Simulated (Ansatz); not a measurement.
**H on Ti(0001): change of the work function**

Aim: the work function of Ti(0001) at several coverages of H (fcc site), and the dipole that each adsorbate carries.

Calculated with Ansatz 0.2.0; plane-wave DFT, PBE, Ansatz PAW (set soft_1); PAW set soft_1.

## 1. The structure

The cell holds 4 atoms: 4 Ti. Cell: a = 2.950 Å, b = 2.950 Å, c = 25.027 Å, α = 90.0°, β = 90.0°, γ = 60.0°. Vacuum lies along c.

## 2. The clean slab

The bare slab comes first, as the zero from which every change is counted. The two lowest layers are held at bulk places and the upper ones relax. The dipole correction removes the false field that a one-sided slab makes across the periodic vacuum, so each face gets a flat vacuum level of its own.

Input file input.yaml:

```yaml
crystal:
  lattice:
    - [2.95, 0.0, 0.0]
    - [1.475, 2.5547749412, 0.0]
    - [0.0, 0.0, 25.0269]
  atoms:
    - { symbol: Ti, position: [0.6666666667, 0.6666666667, 0.3596130564] }
    - { symbol: Ti, position: [0.0, 0.0, 0.4532043521] }
    - { symbol: Ti, position: [0.6666666667, 0.6666666667, 0.5467956479] }
    - { symbol: Ti, position: [0.0, 0.0, 0.6403869436] }
kpoints:
  mp_grid: { grid: [12, 12, 1] }
hamiltonian:
  xc: pbe
  pseudopotentials: { kind: paw, azcp: { folder: soft_1 } }
scf:
  occupations: { method: fermi_dirac, width: 0.1 }
  convergence: { dr2_threshold: 1.0e-08 }
efield:
  axis: 3
  dipole_correction: true
  ramp_position: 0.97
  ramp_width: 0.06
relax:
  f_tol: 0.02
  max_steps: 60
  constraints: [{ sites: [0, 1] }]
output:
  write_potential: true
  write_density: true
  volumetric_format: npy
```

The run is started by

```
> ansatz run input.yaml --threads 4 --pin off --max-ram 16384MiB --backend cpu --events-out ev --progress --plain --runs-dir out
```

Log:

```text
Engine: ansatz 0.2.0, aarch64-unknown-linux-gnu
Pseudopotentials: kind: paw
Pseudopotential: Ti, paw, valence charge 12, recommended cutoff 420 eV (normal), soft_1/Ti.paw.azcp
Functional definition: PBE
  parameter kappa = 0.804
  parameter beta = 0.066725
  exchange = pbe_x(kappa = kappa, mu = beta*pi^2/3)
  correlation = pbe_c(beta = beta)
Crystal: 4 atoms, lattice volume = 188.617 Å³
Basis set: ecut = 420 eV, 3611 PW (Γ), exchange–correlation on 40×40×360 points (8 copies of the dense FFT grid, shifted against one another)
Bands: 29, of which v1, the nominal top of the filled ones, is band 24 counted from 1 (23 counted from 0)
Symmetry: 6 space group operations
k-points: 19 of 144 (time reversal used)
Non-local potential: Ti, projectors of the file, l = 0: 3, l = 1: 2, l = 2: 3, l = 3: 1
PAW form: soft (Blöchl's): semilocal exchange-correlation on the pseudo side does not see the compensation charge
PAW one-centre angular grid: Ti, 590 points (default); XC on 64 Gauss nodes
Initial density: superposition of atomic densities (neutral atoms: chi_scale 0, normalization atom)
Initial wavefunctions: pseudopotential atomic-orbital guess
Functional: x = pbe(κ = 0.804, μ = 0.219515), c = pbe(β = 0.066725)
SCF iter   1: F=—  HF=-10000.227959 eV  |F-HF|=—  |Δ(HF+E_count)|=         —  Δρ=5.77e-2  dr2=7.56e1  ethr=3.10e-3  p=0.000 e·Å  D=1.73e-14 V/Å  ΔV_dip=-0.00 eV  dr2_dipole=2.93e-9  V_vac-E_F(+/−)=7.80/7.80 eV  ⟨swp⟩=9.5  Hψ=2740  notcnv=0
efield: sawtooth ramp at fractional position 0.9700 (set: `efield.ramp_position`, or a place that a band, a saddle search or an elastic batch's reference lends), width 0.0600; the density the first Hamiltonian is built on has a dipole p = 0.000 e·Å; the dipole correction subtracts the counter field D = 1.73e-14 V/Å, which shifts the + side's vacuum level by -0.00 eV against the − side's; the planar-averaged density in the ramp window peaks in size at 1.4e-6 e/Å³
preconditioner: auto → LDOS  [metal: Δε(μ)=0.014 eV  Ē_g=2.624 eV  σ=0.100 eV  W_gap=0.04  n_scr=16 (ndim 8)  ℏωp=10.8 eV  f_vac=0.537  D(μ)=6.50/eV (n_scr^D=36)  β→1.0]
SCF iter   2: F=—  HF=-9998.497186 eV  |F-HF|=—  |Δ(HF+E_count)|=    1.73e0  Δρ=4.13e-2  dr2=4.34e1  ethr=3.10e-3  p=-0.002 e·Å  D=-1.55e-3 V/Å  ΔV_dip=0.04 eV  dr2_dipole=1.32e-3  V_vac-E_F(+/−)=2.66/2.62 eV  ⟨swp⟩=5.8  Hψ=4154  notcnv=0
automatic band count: the SCF goes on with 34 bands, as 29 were too few: the levels above may hold too much charge
SCF iter   3: F=—  HF=-9996.865243 eV  |F-HF|=—  |Δ(HF+E_count)|=    1.63e0  Δρ=6.81e-3  dr2=7.61e-1  ethr=3.10e-3  p=0.001 e·Å  D=6.91e-4 V/Å  ΔV_dip=-0.02 eV  dr2_dipole=1.49e-4  V_vac-E_F(+/−)=5.13/5.15 eV  ⟨swp⟩=4.1  Hψ=1615  notcnv=0
SCF iter   4: F=—  HF=-9996.825866 eV  |F-HF|=—  |Δ(HF+E_count)|=   3.94e-2  Δρ=3.71e-3  dr2=6.74e-2  ethr=1.59e-3  p=0.000 e·Å  D=1.51e-4 V/Å  ΔV_dip=-0.00 eV  dr2_dipole=2.51e-4  V_vac-E_F(+/−)=4.67/4.68 eV  ⟨swp⟩=1.9  Hψ=812  notcnv=0
SCF iter   5: F=—  HF=-9996.827555 eV  |F-HF|=—  |Δ(HF+E_count)|=   1.69e-3  Δρ=2.10e-3  dr2=8.40e-3  ethr=1.40e-4  p=0.000 e·Å  D=1.64e-4 V/Å  ΔV_dip=-0.00 eV  dr2_dipole=1.26e-5  V_vac-E_F(+/−)=4.56/4.57 eV  ⟨swp⟩=2.1  Hψ=983  notcnv=0
SCF iter   6: F=—  HF=-9996.826495 eV  |F-HF|=—  |Δ(HF+E_count)|=   1.06e-3  Δρ=4.65e-4  dr2=2.03e-3  ethr=1.75e-5  p=0.000 e·Å  D=5.06e-5 V/Å  ΔV_dip=-0.00 eV  dr2_dipole=3.35e-5  V_vac-E_F(+/−)=4.49/4.50 eV  ⟨swp⟩=2.9  Hψ=1256  notcnv=0
SCF iter   7: F=—  HF=-9996.826642 eV  |F-HF|=—  |Δ(HF+E_count)|=   1.47e-4  Δρ=2.32e-4  dr2=2.08e-4  ethr=4.22e-6  p=0.000 e·Å  D=5.91e-6 V/Å  ΔV_dip=-0.00 eV  dr2_dipole=8.82e-6  V_vac-E_F(+/−)=4.44/4.44 eV  ⟨swp⟩=1.9  Hψ=688  notcnv=0
SCF iter   8: F=—  HF=-9996.826639 eV  |F-HF|=—  |Δ(HF+E_count)|=   3.45e-6  Δρ=1.18e-4  dr2=9.36e-5  ethr=4.34e-7  p=-0.000 e·Å  D=-7.94e-6 V/Å  ΔV_dip=0.00 eV  dr2_dipole=1.62e-6  V_vac-E_F(+/−)=4.42/4.42 eV  ⟨swp⟩=2.2  Hψ=922  notcnv=0
SCF iter   9: F=—  HF=-9996.826695 eV  |F-HF|=—  |Δ(HF+E_count)|=   5.62e-5  Δρ=3.58e-5  dr2=1.10e-5  ethr=1.95e-7  p=-0.000 e·Å  D=-5.26e-6 V/Å  ΔV_dip=0.00 eV  dr2_dipole=2.47e-7  V_vac-E_F(+/−)=4.42/4.42 eV  ⟨swp⟩=1.6  Hψ=674  notcnv=0
SCF iter  10: F=—  HF=-9996.826703 eV  |F-HF|=—  |Δ(HF+E_count)|=   8.47e-6  Δρ=9.07e-6  dr2=2.30e-7  ethr=2.29e-8  p=-0.000 e·Å  D=-1.67e-6 V/Å  ΔV_dip=0.00 eV  dr2_dipole=8.08e-9  V_vac-E_F(+/−)=4.41/4.41 eV  ⟨swp⟩=1.9  Hψ=721  notcnv=0
SCF iter  11: F=—  HF=-9996.826719 eV  |F-HF|=—  |Δ(HF+E_count)|=   1.58e-5  Δρ=3.27e-6  dr2=2.32e-8  ethr=4.79e-10  p=-0.000 e·Å  D=-9.06e-7 V/Å  ΔV_dip=0.00 eV  dr2_dipole=6.89e-12  V_vac-E_F(+/−)=4.41/4.41 eV  ⟨swp⟩=3.4  Hψ=1252  notcnv=0
SCF iter  12: F=-9996.826719 eV  HF=-9996.826719 eV  |F-HF|=9.68e-9  |Δ(HF+E_count)|=   1.43e-8  Δρ=1.17e-6  dr2=2.72e-9  ethr=2.08e-11  p=0.000 e·Å  D=1.03e-7 V/Å  ΔV_dip=-0.00 eV  dr2_dipole=2.37e-11  V_vac-E_F(+/−)=4.41/4.41 eV  ⟨swp⟩=9.2  Hψ=3756  notcnv=0
SCF 1 converged in 12 iterations: F = -9996.826719 eV  dr2 = 2.72e-9
  greatest PAW one-centre occupation: 0.999 electrons in one spin orbital (limit 2), on the Ti atom at site 1 (counted from 0), in its partial waves of l = 0
relax step   1: F+E_penalty+E_count = -9996.82671899 eV  Δ(F+E_penalty+E_count) = +0.000e0 eV  max|allowed force component| = 6.136e-1 eV/Å  Δτ_max = 0.0000 Å  (12 SCF iters, accepted)
Bands: 34, of which v1, the nominal top of the filled ones, is band 24 counted from 1 (23 counted from 0)
Initial density: handed on by an earlier stage of this run
Initial wavefunctions: those handed on with the density
SCF iter   1: F=—  HF=-9997.025411 eV  |F-HF|=—  |Δ(HF+E_count)|=         —  Δρ=1.57e-2  dr2=3.17e0  ethr=3.10e-3  p=-0.000 e·Å  D=-4.12e-7 V/Å  ΔV_dip=0.00 eV  dr2_dipole=1.49e-1  V_vac-E_F(+/−)=4.45/4.45 eV  ⟨swp⟩=4.9  Hψ=1957  notcnv=0
efield: sawtooth ramp at fractional position 0.9700 (set: `efield.ramp_position`, or a place that a band, a saddle search or an elastic batch's reference lends), width 0.0600; the density the first Hamiltonian is built on has a dipole p = -0.000 e·Å; the dipole correction subtracts the counter field D = -4.12e-7 V/Å, which shifts the + side's vacuum level by +0.00 eV against the − side's; the planar-averaged density in the ramp window peaks in size at 3.9e-6 e/Å³
preconditioner: auto → LDOS  [metal: Δε(μ)=0.008 eV  Ē_g=2.864 eV  σ=0.100 eV  W_gap=0.02  n_scr=16 (ndim 8)  ℏωp=10.8 eV  f_vac=0.560  D(μ)=7.31/eV (n_scr^D=62)  β→1.0]
[...]
SCF iter   7: F=—  HF=-9996.866004 eV  |F-HF|=—  |Δ(HF+E_count)|=   1.21e-5  Δρ=3.78e-5  dr2=4.56e-6  ethr=1.29e-7  p=0.005 e·Å  D=4.58e-3 V/Å  ΔV_dip=-0.11 eV  dr2_dipole=1.08e-6  V_vac-E_F(+/−)=4.32/4.43 eV  ⟨swp⟩=2.0  Hψ=789  notcnv=0
SCF iter   8: F=—  HF=-9996.866037 eV  |F-HF|=—  |Δ(HF+E_count)|=   3.29e-5  Δρ=1.42e-5  dr2=1.60e-6  ethr=9.50e-9  p=0.005 e·Å  D=4.32e-3 V/Å  ΔV_dip=-0.11 eV  dr2_dipole=3.06e-7  V_vac-E_F(+/−)=4.32/4.43 eV  ⟨swp⟩=2.4  Hψ=961  notcnv=0
SCF iter   9: F=—  HF=-9996.866037 eV  |F-HF|=—  |Δ(HF+E_count)|=   1.96e-7  Δρ=5.12e-6  dr2=7.14e-8  ethr=3.33e-9  p=0.004 e·Å  D=4.27e-3 V/Å  ΔV_dip=-0.11 eV  dr2_dipole=1.51e-10  V_vac-E_F(+/−)=4.32/4.43 eV  ⟨swp⟩=2.1  Hψ=784  notcnv=0
SCF iter  10: F=—  HF=-9996.866038 eV  |F-HF|=—  |Δ(HF+E_count)|=   4.68e-8  Δρ=1.65e-6  dr2=1.65e-8  ethr=2.08e-11  p=0.004 e·Å  D=4.26e-3 V/Å  ΔV_dip=-0.11 eV  dr2_dipole=9.55e-10  V_vac-E_F(+/−)=4.32/4.43 eV  ⟨swp⟩=10.0  Hψ=4018  notcnv=0
SCF iter  11: F=-9996.866038 eV  HF=-9996.866038 eV  |F-HF|=7.69e-10  |Δ(HF+E_count)|=   7.76e-9  Δρ=6.24e-7  dr2=1.25e-9  ethr=2.08e-11  p=0.004 e·Å  D=4.26e-3 V/Å  ΔV_dip=-0.11 eV  dr2_dipole=1.41e-10  V_vac-E_F(+/−)=4.32/4.43 eV  ⟨swp⟩=8.6  Hψ=3388  notcnv=0
SCF 2 converged in 11 iterations: F = -9996.866038 eV  dr2 = 1.25e-9
relax step   2: F+E_penalty+E_count = -9996.86603752 eV  Δ(F+E_penalty+E_count) = -3.932e-2 eV  max|allowed force component| = 4.335e-1 eV/Å  Δτ_max = 0.1966 Å  (11 SCF iters, accepted)
iter 1 solved again at ethr=1.58e-3 eV; its pass at ethr=3.10e-3 eV (dr2=7.57e-1 eV) is discarded
SCF iter   1: F=—  HF=-9996.915279 eV  |F-HF|=—  |Δ(HF+E_count)|=         —  Δρ=7.75e-3  dr2=8.65e-1  ethr=1.58e-3  p=0.004 e·Å  D=4.26e-3 V/Å  ΔV_dip=-0.11 eV  dr2_dipole=3.94e-2  V_vac-E_F(+/−)=4.31/4.42 eV  ⟨swp⟩=1.0  Hψ=2222  notcnv=0
efield: sawtooth ramp at fractional position 0.9700 (set: `efield.ramp_position`, or a place that a band, a saddle search or an elastic batch's reference lends), width 0.0600; the density the first Hamiltonian is built on has a dipole p = 0.004 e·Å; the dipole correction subtracts the counter field D = 4.26e-3 V/Å, which shifts the + side's vacuum level by -0.11 eV against the − side's; the planar-averaged density in the ramp window peaks in size at 3.3e-6 e/Å³
preconditioner: auto → LDOS  [metal: Δε(μ)=0.012 eV  Ē_g=2.792 eV  σ=0.100 eV  W_gap=0.03  n_scr=16 (ndim 8)  ℏωp=10.8 eV  f_vac=0.555  D(μ)=7.84/eV (n_scr^D=74)  β→1.0]
SCF iter   2: F=—  HF=-9996.887528 eV  |F-HF|=—  |Δ(HF+E_count)|=   2.78e-2  Δρ=3.85e-3  dr2=1.30e-1  ethr=1.58e-3  p=-0.001 e·Å  D=-1.06e-3 V/Å  ΔV_dip=0.03 eV  dr2_dipole=2.36e-4  V_vac-E_F(+/−)=4.46/4.44 eV  ⟨swp⟩=2.1  Hψ=803  notcnv=0
SCF iter   3: F=—  HF=-9996.883364 eV  |F-HF|=—  |Δ(HF+E_count)|=   4.16e-3  Δρ=1.02e-3  dr2=7.67e-3  ethr=2.70e-4  p=0.001 e·Å  D=1.34e-3 V/Å  ΔV_dip=-0.03 eV  dr2_dipole=2.61e-4  V_vac-E_F(+/−)=4.39/4.43 eV  ⟨swp⟩=2.0  Hψ=876  notcnv=0
SCF iter   4: F=—  HF=-9996.882819 eV  |F-HF|=—  |Δ(HF+E_count)|=   5.45e-4  Δρ=2.16e-4  dr2=1.82e-4  ethr=1.60e-5  p=0.001 e·Å  D=1.36e-3 V/Å  ΔV_dip=-0.03 eV  dr2_dipole=4.10e-5  V_vac-E_F(+/−)=4.39/4.43 eV  ⟨swp⟩=2.0  Hψ=781  notcnv=0
SCF iter   5: F=—  HF=-9996.882842 eV  |F-HF|=—  |Δ(HF+E_count)|=   2.32e-5  Δρ=8.50e-5  dr2=4.05e-5  ethr=3.80e-7  p=0.002 e·Å  D=1.57e-3 V/Å  ΔV_dip=-0.04 eV  dr2_dipole=6.24e-6  V_vac-E_F(+/−)=4.39/4.43 eV  ⟨swp⟩=2.1  Hψ=876  notcnv=0
SCF iter   6: F=—  HF=-9996.882884 eV  |F-HF|=—  |Δ(HF+E_count)|=   4.23e-5  Δρ=3.27e-5  dr2=6.64e-6  ethr=8.44e-8  p=0.002 e·Å  D=1.76e-3 V/Å  ΔV_dip=-0.04 eV  dr2_dipole=1.46e-7  V_vac-E_F(+/−)=4.38/4.42 eV  ⟨swp⟩=2.1  Hψ=818  notcnv=0
SCF iter   7: F=—  HF=-9996.882901 eV  |F-HF|=—  |Δ(HF+E_count)|=   1.68e-5  Δρ=1.42e-5  dr2=1.09e-6  ethr=1.38e-8  p=0.002 e·Å  D=1.89e-3 V/Å  ΔV_dip=-0.05 eV  dr2_dipole=1.47e-7  V_vac-E_F(+/−)=4.38/4.42 eV  ⟨swp⟩=2.1  Hψ=850  notcnv=0
SCF iter   8: F=—  HF=-9996.882901 eV  |F-HF|=—  |Δ(HF+E_count)|=   1.72e-7  Δρ=5.88e-6  dr2=2.70e-7  ethr=2.26e-9  p=0.002 e·Å  D=1.96e-3 V/Å  ΔV_dip=-0.05 eV  dr2_dipole=1.58e-8  V_vac-E_F(+/−)=4.37/4.42 eV  ⟨swp⟩=2.2  Hψ=896  notcnv=0
SCF iter   9: F=-9996.882901 eV  HF=-9996.882901 eV  |F-HF|=7.60e-9  |Δ(HF+E_count)|=   1.82e-8  Δρ=1.69e-6  dr2=8.05e-9  ethr=2.08e-11  p=0.002 e·Å  D=2.00e-3 V/Å  ΔV_dip=-0.05 eV  dr2_dipole=9.05e-12  V_vac-E_F(+/−)=4.37/4.42 eV  ⟨swp⟩=8.4  Hψ=4580  notcnv=0
SCF 3 converged in 9 iterations: F = -9996.882901 eV  dr2 = 8.05e-9
relax step   3: F+E_penalty+E_count = -9996.88290144 eV  Δ(F+E_penalty+E_count) = -1.686e-2 eV  max|allowed force component| = 1.166e-2 eV/Å  Δτ_max = 0.0905 Å  (9 SCF iters, accepted)
NSCF: frozen V_eff on 19 k-points
the band table was solved once a step of the walk had ended and its energy, with any forces and stress, was formed, with the checks that follow a solve (2999 applications of the Hamiltonian). They found nothing against the state; the energy, forces and stress were not computed again (output.eigenvalues in the input reference)
WARN: The output density's exchange-correlation potential varies sharply where the density is thin. Do not read a vacuum level from v_tot or v_xc, or from such a field of the output density. On a cell that repeats whose density bears no net charge and no dipole along the vacuum's axis use v_es (v_loc + v_h of the components); under efield.dipole_correction with no amplitude use v_es + v_field, which holds any externa [...]
SCF converged after 9 iterations
Free energy (F): -9996.882901 eV
Harris-Foulkes:  -9996.882901 eV  (|F-HF|=7.60e-9)
Internal energy: -9996.629962 eV  (E = F + TS)
E sigma→0 (E₀):  -9996.756432 eV
Entropy (-TS):   -0.252939 eV (-63.235 meV/atom)
Fermi energy:    2.256908 eV
Dipole field:    D = 0.002001 V/Å  (p = 0.002085 e·Å, saw-weighted, corrected)
Work function:   Φ+ = 4.3737 eV   Φ− = 4.4238 eV
Levels:          The Fermi level and band energies are counted from a zero that moves with the ramp; work functions are not
--- Per-component energies (eV) ---
  E_band       = -1162.329228
  E_kinetic    = 1121.697168
  E_local      = -50414.510926  (includes V_loc(G=0)·N_el)
  E_nonlocal   = 242.662553
  E_hartree    = 24580.925726
  E_xc         = -461.869374
  E_vxc        = -578.038291  (∫ρ·V_xc dr)
  E_paw        = -4168.869057  (= ΣΔE_a)
  E_vpaw       = -695.979710  (= ΣTr[D̂ρ^β])
  E_aug_tail   = -0.000322  (compensation charges beyond the density's cutoff)
  E_efield     = 0.000002  (sawtooth field / dipole correction)
  E_vefield    = 0.000924  (∫n·V_field dr)
  E_ewald      = 19103.334269
  E_smearing   = -0.252939  (= −TS)
  E_closure    = 0.000000  (closes the sum)
  Σ components = -9996.882901   (vs F -9996.882901, Δ=0.00e0)
--- Forces (eV/Å), atoms counted from 1 ---
  atom   1  Ti     0.00000000     0.00000000     0.60815871
  atom   2  Ti    -0.00000000    -0.00000000    -0.58781100
  atom   3  Ti     0.00000000     0.00000000    -0.00861750
  atom   4  Ti     0.00000000    -0.00000000    -0.01166298
  max |Σ_I F_I| component: 6.72e-5 eV/Å
--- Band table (eV; the first three rows and the last of 19) ---
  k-point 0: bands = [... 20 lower, 2.0178, 2.2483, 2.6827, 2.7609, 2.9021, 2.9021, 2.9751, 2.9751, ... 6 higher]
  k-point 1: bands = [... 20 lower, 1.9561, 2.2162, 2.5065, 2.6113, 2.8117, 2.9036, 3.0063, 3.0561, ... 6 higher]
  k-point 2: bands = [... 20 lower, 1.7152, 1.9865, 2.1180, 2.4241, 2.5283, 2.6941, 2.9689, 3.2036, ... 6 higher]
  k-point 18: bands = [... 20 lower, 1.0938, 1.4749, 1.5589, 2.2050, 2.2130, 2.3467, 2.3840, 2.5373, ... 6 higher]
--- Relaxed structure (3 steps of the walk, 3 accepted, 0 SCFs on fresh bases) ---
  F+E_penalty+E_count = -9996.88290144 eV   max|allowed force component| = 1.166e-2 eV/Å
  atoms:
    - { symbol: Ti, position: [0.666667, 0.666667, 0.3596130564] }
    - { symbol: Ti, position: [0.0, 0.0, 0.4532043521] }
    - { symbol: Ti, position: [0.666667, 0.666667, 0.549504] }
    - { symbol: Ti, position: [0, 0, 0.636147] }
```

Wall time 8.8 s (4 threads of Arm Neoverse V2, shared host); peak memory 0.5 GiB; 33 s of CPU time.

Relaxation path:

| step | energy less that of the first step (eV) | largest force component (eV/Å) |
| --- | --- | --- |
| 1 | 0.0000 | 0.6136 |
| 2 | -0.0393 | 0.4335 |
| 3 | -0.0562 | 0.0117 |

Forces are held to the 6 operations that the program found; a distortion that breaks them can't arise in this run.

The atoms that moved most (Å):

| atom | dx | dy | dz | length |
| --- | --- | --- | --- | --- |
| Ti4 | 0.000 | 0.000 | -0.106 | 0.106 |
| Ti3 | 0.000 | 0.000 | 0.068 | 0.068 |

Final coordinates:

```xyz
4
Lattice="2.9500 0.0000 0.0000 1.4750 2.5548 0.0000 0.0000 0.0000 25.0269" Properties=species:S:1:pos:R:3
Ti    2.9500    1.7032    9.0000
Ti    0.0000    0.0000   11.3423
Ti    2.9500    1.7032   13.7524
Ti    0.0000    0.0000   15.9208
```

Numbers from this step:

- energy at zero smearing: -9996.7564 eV
- work function, upper face: 4.374 eV
- work function, lower face: 4.424 eV
- dipole along the normal: 0.002085 e·Å
- step between the vacuum levels: -0.05007 eV

Running mean over 2.342 Å of the planar mean; the ramp of the sawtooth is left out. Table of electron's electrostatic potential energy less the Fermi level by z:

```csv
z (Å),electron's electrostatic potential energy less the Fermi level (eV)
3.5,4.42
4.0,4.42
4.5,4.42
5.0,4.40
5.5,4.36
6.0,4.24
6.5,3.89
7.0,2.88
7.5,0.230
8.0,-3.56
8.5,-6.51
9.0,-7.41
9.5,-7.38
10.0,-7.27
10.5,-7.24
11.0,-7.26
11.5,-7.24
12.0,-7.03
12.5,-6.88
13.0,-6.97
13.5,-7.24
14.0,-7.63
14.5,-8.28
15.0,-8.44
15.5,-8.03
16.0,-7.48
16.5,-6.18
17.0,-2.99
17.5,0.726
18.0,3.07
18.5,3.92
19.0,4.22
19.5,4.32
20.0,4.36
20.5,4.37
21.0,4.37
21.5,4.37
```

The relaxation took 3 steps and lowered the energy by 0.056 eV; the largest force on the free atoms ends at 0.012 eV/Å.

The work function of the upper face is 4.37 eV.

(Continued in part 2 of 4.)

[Long decimals in the printed logs are rounded to 6 places.]

[Logs are printed without paths, hosts, clocks, repeated set-up lines and the standing remarks that a program may print on its own settings, such as how far it seeks lower states.]

[Hosts, paths, dates, database ids (printed as entryN), source tags and the programs' standing remarks are cut or masked in the printed files.]

[Maps of the electrostatic potential energy from Ansatz leave out the sawtooth potential of an applied field or a dipole correction, so their vacuum need not be flat; planar profiles and work functions include it.]
